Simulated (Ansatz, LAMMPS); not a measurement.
# Squeezing and shearing glassy 32SiO2-46B2O3-11MgO-11CaO (mol %) (137 atoms), part 3 of 3

Aim: relax glassy 32SiO2-46B2O3-11MgO-11CaO (mol %) (137 atoms), then change its volume and shape to read moduli from the stress.

Ansatz 0.2.0; Kohn-Sham DFT, PBE, PAW (set soft_2), plane waves.

The cell: 12 Si, 34 B, 4 Mg, 4 Ca and 83 O. The quench rate of 100 K/ps is many orders above laboratory rates. The network of bonds at the start is that of the classical potential that made the cell. The Brillouin zone is sampled at Γ only.

So far. Step 10 (Stretched by 1 % along x): The relaxation converged after 7 steps, 0.108 eV below its start, with a largest force component of 0.034 eV/Å. Step 10 (Stretched by 1 % along x): Stretched by 1 % along x: the energy stands 0.0373 eV above that of the reference, at a pressure of -0.509 GPa.

**11. Compressed by 1 % along x**

The relaxed cell is strained along x alone, which gives the stiffness along x and its coupling to y and z.

Input file input.yaml:

```yaml
crystal:
  lattice:
    - [11.55744, -0.13692, 0.15958]
    - [-0.13555, 11.48414, 0.01862]
    - [0.15798, 0.01862, 11.79384]
  atoms:
    [... the 137 atom lines of step 4 ...]
kpoints:
  mp_grid: { grid: [1, 1, 1] }
hamiltonian:
  xc: pbe
scf:
  occupations: { method: fixed }
output:
  forces: true
  eigenvalues: true
  stress: true
relax:
  f_tol: 0.05
  max_steps: 70
```

Launch:

```
ansatz run input.yaml --threads 4 --pin off --max-ram 8192MiB --backend cpu --events-out ev --progress --plain --runs-dir out
```

Numbers of over 12 decimals in the logs are rounded to 6 here.

Log:

```text
[...]
Crystal: 137 atoms, lattice volume = 1564.851 Å³
Basis set: ecut = 420 eV, 30599 PW (Γ), exchange–correlation on 160×160×160 points (8 copies of the dense FFT grid, shifted against one another)
Bands: 501, of which v1, the nominal top of the filled ones, is band 364 counted from 1 (363 counted from 0)
Symmetry: 1 space group operations
[...]
k-points: 1
[...]
SCF iter   1: F=—  HF=-75125.118334 eV  |F-HF|=—  |Δ(HF+E_count)|=         —  Δρ=3.20e-3  dr2=2.18e-1  ethr=1.77e-3  ⟨swp⟩=6.0  Hψ=2386  notcnv=0  defer=135
[...]
SCF iter   5: F=—  HF=-75125.103931 eV  |F-HF|=—  |Δ(HF+E_count)|=   1.18e-4  Δρ=1.30e-4  dr2=2.54e-4  ethr=1.64e-7  ⟨swp⟩=2.0  Hψ=715  notcnv=0  defer=135
SCF iter   6: F=-75125.103902 eV  HF=-75125.103916 eV  |F-HF|=1.38e-5  |Δ(HF+E_count)|=   1.57e-5  Δρ=5.06e-5  dr2=3.56e-5  ethr=8.59e-9  ⟨swp⟩=19.0  Hψ=4054  notcnv=0
SCF 1 converged in 6 iterations: F = -75125.103902 eV  dr2 = 3.56e-5
[...]
relax step   1: F+E_penalty+E_count = -75125.10390184 eV  Δ(F+E_penalty+E_count) = +0.000e0 eV  max|allowed force component| = 4.200e-1 eV/Å  Δτ_max = 0.0000 Å  (6 SCF iters, dr2 threshold 6.25e-5 eV, accepted)
[...]
relax step   2: F+E_penalty+E_count = -75125.17931508 eV  Δ(F+E_penalty+E_count) = -7.541e-2 eV  max|allowed force component| = 2.474e-1 eV/Å  Δτ_max = 0.0254 Å  (6 SCF iters, dr2 threshold 1.10e-5 eV, accepted)
[...]
relax step   3: F+E_penalty+E_count = -75125.20897428 eV  Δ(F+E_penalty+E_count) = -2.966e-2 eV  max|allowed force component| = 5.953e-2 eV/Å  Δτ_max = 0.0240 Å  (6 SCF iters, dr2 threshold 3.83e-6 eV, accepted)
relax step   4: F+E_penalty+E_count = -75125.17896535 eV  Δ(F+E_penalty+E_count) = +3.001e-2 eV  max|allowed force component| = 2.446e-1 eV/Å  Δτ_max = 0.0769 Å  (9 SCF iters, rejected (line search))
relax step   5: F+E_penalty+E_count = -75125.21470159 eV  Δ(F+E_penalty+E_count) = -5.727e-3 eV  max|allowed force component| = 8.822e-2 eV/Å  Δτ_max = 0.0187 Å  (8 SCF iters, accepted)
relax step   6: F+E_penalty+E_count = -75125.20898032 eV  Δ(F+E_penalty+E_count) = +5.721e-3 eV  max|allowed force component| = 1.238e-1 eV/Å  Δτ_max = 0.0501 Å  (8 SCF iters, rejected (line search))
relax step   7: F+E_penalty+E_count = -75125.21575171 eV  Δ(F+E_penalty+E_count) = -1.050e-3 eV  max|allowed force component| = 9.046e-2 eV/Å  Δτ_max = 0.0238 Å  (8 SCF iters, accepted)
relax step   8: F+E_penalty+E_count = -75125.20248646 eV  Δ(F+E_penalty+E_count) = +1.327e-2 eV  max|allowed force component| = 1.905e-1 eV/Å  Δτ_max = 0.0500 Å  (6 SCF iters, dr2 threshold 8.18e-6 eV, rejected (line search))
[...]
relax step   9: F+E_penalty+E_count = -75125.21728304 eV  Δ(F+E_penalty+E_count) = -1.531e-3 eV  max|allowed force component| = 1.839e-2 eV/Å  Δτ_max = 0.0114 Å  (8 SCF iters, accepted)
SCF converged after 8 iterations
Free energy (F): -75125.217283 eV
[...]
Internal energy: -75125.217283 eV  (E = F + TS)
E sigma→0 (E₀):  -75125.217283 eV
Fermi energy:    3.935829 eV
[...]
Σ components = -75125.217283   (vs F -75125.217283, Δ=0.00e0)
--- Forces (eV/Å), atoms counted from 1 ---
  atom   1  Si    -0.00224843     0.00729856    -0.00395296
  atom   2  Si     0.00695191    -0.00306033     0.00543994
  atom   3  Si     0.00373606    -0.00124173    -0.00277012
  atom   4  Si     0.00349065    -0.00348233     0.00074206
[...]
atom 137  O      0.00263531    -0.00512256     0.00291619
  max |Σ_I F_I| component: 5.07e-5 eV/Å
--- Stress (GPa, compression-positive) ---
        0.854051       0.090872       0.010726
        0.090869       0.363697       0.004262
        0.010721       0.004270       0.356791
  P = ⅓ Tr σ = 0.5248 GPa (5.248 kbar)
--- Band table (eV) ---
[...]
--- Relaxed structure (9 steps of the walk, 6 accepted, 0 SCFs on fresh bases) ---
  F+E_penalty+E_count = -75125.21728304 eV   max|allowed force component| = 1.839e-2 eV/Å
  atoms:
    - { symbol: Si, position: [0.163492, 0.561742, 0.831788] }
    - { symbol: Si, position: [0.145548, 0.028558, 0.176180] }
    - { symbol: Si, position: [0.536671, 0.416149, 0.707242] }
    - { symbol: Si, position: [0.029480, 0.994271, 0.620284] }
[...]
- { symbol: O, position: [0.150788, 0.278692, 0.036353] }
```

It took 2.4 min on 4 threads of Intel Xeon Platinum 8488C (Sapphire Rapids), shared host; peak memory 2.4 GiB.

The relaxation converged after 9 steps, 0.113 eV below its start, with a largest force component of 0.018 eV/Å.

Compressed by 1 % along x: the energy stands 0.0442 eV above that of the reference, at a pressure of 0.525 GPa.

**12. Sheared by 2 % in xy**

A shear of the relaxed cell gives the modulus that volume changes can't reach.

input.yaml, the sections that differ from step 11:

```yaml
crystal:
  lattice:
    - [11.67281, -0.02018, 0.15958]
    - [-0.02208, 11.48277, 0.01862]
    - [0.15977, 0.02022, 11.79384]
  atoms:
    [... the 137 atom lines of step 4 ...]
# kpoints, hamiltonian, scf, output, relax: as in step 11
```

Log:

```text
[...]
Crystal: 137 atoms, lattice volume = 1580.499 Å³
Basis set: ecut = 420 eV, 30907 PW (Γ), exchange–correlation on 160×160×160 points (8 copies of the dense FFT grid, shifted against one another)
Bands: 501, of which v1, the nominal top of the filled ones, is band 364 counted from 1 (363 counted from 0)
Symmetry: 1 space group operations
[...]
k-points: 1
[...]
SCF iter   1: F=—  HF=-75125.035667 eV  |F-HF|=—  |Δ(HF+E_count)|=         —  Δρ=3.17e-3  dr2=2.21e-1  ethr=1.77e-3  ⟨swp⟩=6.0  Hψ=2386  notcnv=0  defer=135
[...]
SCF iter   5: F=—  HF=-75125.019798 eV  |F-HF|=—  |Δ(HF+E_count)|=   1.24e-4  Δρ=1.33e-4  dr2=2.68e-4  ethr=1.70e-7  ⟨swp⟩=2.0  Hψ=715  notcnv=0  defer=135
SCF iter   6: F=-75125.019765 eV  HF=-75125.019779 eV  |F-HF|=1.45e-5  |Δ(HF+E_count)|=   1.84e-5  Δρ=5.16e-5  dr2=3.77e-5  ethr=8.59e-9  ⟨swp⟩=19.0  Hψ=4037  notcnv=0
SCF 1 converged in 6 iterations: F = -75125.019765 eV  dr2 = 3.77e-5
[...]
relax step   1: F+E_penalty+E_count = -75125.01976489 eV  Δ(F+E_penalty+E_count) = +0.000e0 eV  max|allowed force component| = 4.990e-1 eV/Å  Δτ_max = 0.0000 Å  (6 SCF iters, dr2 threshold 6.25e-5 eV, accepted)
[...]
relax step   2: F+E_penalty+E_count = -75125.11868312 eV  Δ(F+E_penalty+E_count) = -9.892e-2 eV  max|allowed force component| = 3.076e-1 eV/Å  Δτ_max = 0.0273 Å  (5 SCF iters, dr2 threshold 1.56e-5 eV, accepted)
[...]
relax step   3: F+E_penalty+E_count = -75125.16097541 eV  Δ(F+E_penalty+E_count) = -4.229e-2 eV  max|allowed force component| = 1.247e-1 eV/Å  Δτ_max = 0.0342 Å  (6 SCF iters, dr2 threshold 5.91e-6 eV, accepted)
relax step   4: F+E_penalty+E_count = -75125.16739939 eV  Δ(F+E_penalty+E_count) = -6.424e-3 eV  max|allowed force component| = 1.079e-1 eV/Å  Δτ_max = 0.0171 Å  (6 SCF iters, dr2 threshold 2.56e-6 eV, accepted)
relax step   5: F+E_penalty+E_count = -75125.17205159 eV  Δ(F+E_penalty+E_count) = -4.652e-3 eV  max|allowed force component| = 5.732e-2 eV/Å  Δτ_max = 0.0097 Å  (7 SCF iters, accepted)
relax step   6: F+E_penalty+E_count = -75125.16132701 eV  Δ(F+E_penalty+E_count) = +1.072e-2 eV  max|allowed force component| = 1.666e-1 eV/Å  Δτ_max = 0.0681 Å  (8 SCF iters, rejected (line search))
[...]
relax step   7: F+E_penalty+E_count = -75125.17695045 eV  Δ(F+E_penalty+E_count) = -4.899e-3 eV  max|allowed force component| = 3.054e-2 eV/Å  Δτ_max = 0.0251 Å  (8 SCF iters, accepted)
SCF converged after 8 iterations
Free energy (F): -75125.176950 eV
[...]
Internal energy: -75125.176950 eV  (E = F + TS)
E sigma→0 (E₀):  -75125.176950 eV
Fermi energy:    3.831903 eV
[...]
Σ components = -75125.176950   (vs F -75125.176950, Δ=0.00e0)
--- Forces (eV/Å), atoms counted from 1 ---
  atom   1  Si    -0.00729766    -0.00078555    -0.01097043
  atom   2  Si    -0.00386011     0.01078954    -0.00264835
  atom   3  Si    -0.00917624    -0.01374685     0.00009047
  atom   4  Si     0.00165279    -0.00854477     0.01057205
[...]
atom 137  O      0.00126567    -0.00166564     0.00272797
  max |Σ_I F_I| component: 9.84e-5 eV/Å
--- Stress (GPa, compression-positive) ---
       -0.175267      -0.826968      -0.034365
       -0.826971      -0.305139      -0.019687
       -0.034369      -0.019680      -0.056917
  P = ⅓ Tr σ = -0.1791 GPa (-1.791 kbar)
--- Band table (eV) ---
[...]
--- Relaxed structure (7 steps of the walk, 6 accepted, 0 SCFs on fresh bases) ---
  F+E_penalty+E_count = -75125.17695045 eV   max|allowed force component| = 3.054e-2 eV/Å
  atoms:
    - { symbol: Si, position: [0.166104, 0.563865, 0.832720] }
    - { symbol: Si, position: [0.146261, 0.027102, 0.175423] }
    - { symbol: Si, position: [0.535411, 0.414869, 0.708892] }
    - { symbol: Si, position: [0.027516, 0.994816, 0.619222] }
[...]
- { symbol: O, position: [0.151945, 0.277890, 0.037820] }
```

It took 1.9 min on 4 threads; peak memory 2.4 GiB; 6.8 min of CPU time.

The relaxation converged after 7 steps, 0.157 eV below its start, with a largest force component of 0.031 eV/Å.

Sheared by 2 % in xy: the energy stands 0.0845 eV above that of the reference, at a pressure of -0.179 GPa.

**13. Pressure against volume**

Atoms are relaxed at each volume, in the scaled cell.

| volume change (%) | volume (Å³/atom) | energy change (meV/atom) | pressure (GPa) | largest move on relaxing (Å) | bonds | gap (eV) |
| --- | --- | --- | --- | --- | --- | --- |
| -10 | 10.384 | 22.16 | 6.39 | 0.61 | 209 | 4.25 |
| -6 | 10.845 | 8.02 | 3.80 | 0.28 | 208 | 4.22 |
| -3 | 11.192 | 2.04 | 1.83 | 0.13 | 204 | 4.17 |
| +0 | 11.538 | 0.00 | 0.00 | - | 203 | 4.12 |
| +3 | 11.884 | 1.79 | -1.63 | 0.13 | 203 | 4.05 |
| +6 | 12.230 | 6.87 | -3.02 | 0.30 | 201 | 3.97 |

**14. Uniaxial strain and shear**

Stress (GPa, compression positive) less that of the relaxed cell, atoms relaxed:

| strain | xx | yy | zz | xy | energy change (meV/atom) |
| --- | --- | --- | --- | --- | --- |
| stretched by 1 % along x | -0.833 | -0.373 | -0.319 | -0.095 | 0.27 |
| compressed by 1 % along x | 0.848 | 0.370 | 0.358 | 0.090 | 0.32 |
| sheared by 2 % in xy | -0.181 | -0.299 | -0.056 | -0.828 | 0.62 |

**15. Findings**

The bulk modulus, from the slope of pressure against ln V over the three points nearest the relaxed volume, is 57.7 GPa; between neighbouring points the slope runs 60, 63, 60, 55 and 48 GPa from the smallest volume up, without a steady fall, so no pressure derivative is given. The count of bonds runs from 201 to 209 over the series, so at some points contacts cross the cutoffs. At -10 % some atom moved by over 0.5 Å on relaxing, so that point may sit in another local minimum. The gap goes from 4.25 eV at the smallest volume to 3.97 eV at the largest, -1.7 eV per unit of ln V by a straight line, on the run's k-points. In the Cartesian axes of the cell, finite differences give C11 = 84.1, C12 = 37.1, C13 = 33.8 and C66 = 41.4 GPa (the shear of 2 % is the engineering strain, εxy = 0.01). The mean of C11, C12 and C13, which equals the bulk modulus in a cubic or isotropic solid, is 51.7 GPa: it lies 10 % under the bulk modulus from the volumes. For an isotropic solid C66 would equal (C11 − C12)/2 = 23.5 GPa; so small a sample needn't be isotropic, and C66 rests on one shear. The two differ too much for isotropic moduli to be formed.

**Limits.** Strains are finite and relaxations stop at the force tolerance of the input, which can leave moduli too stiff; they are those of a static cell at zero temperature. Volumes are changed with the cell's shape held, so in an anisotropic solid the modulus lies over the one under free hydrostatic load. The program notes that the SCF threshold of the relaxations is loose for the stress.

The DFT runs together took 30 min of wall time.

[Logs are printed without paths, hosts, clocks, repeated set-up lines and the standing remarks that a program may print on its own settings, such as how far it seeks lower states.]

[Hosts, paths, dates, database ids (printed as entryN), source tags and the programs' standing remarks are cut or masked in the printed files.]
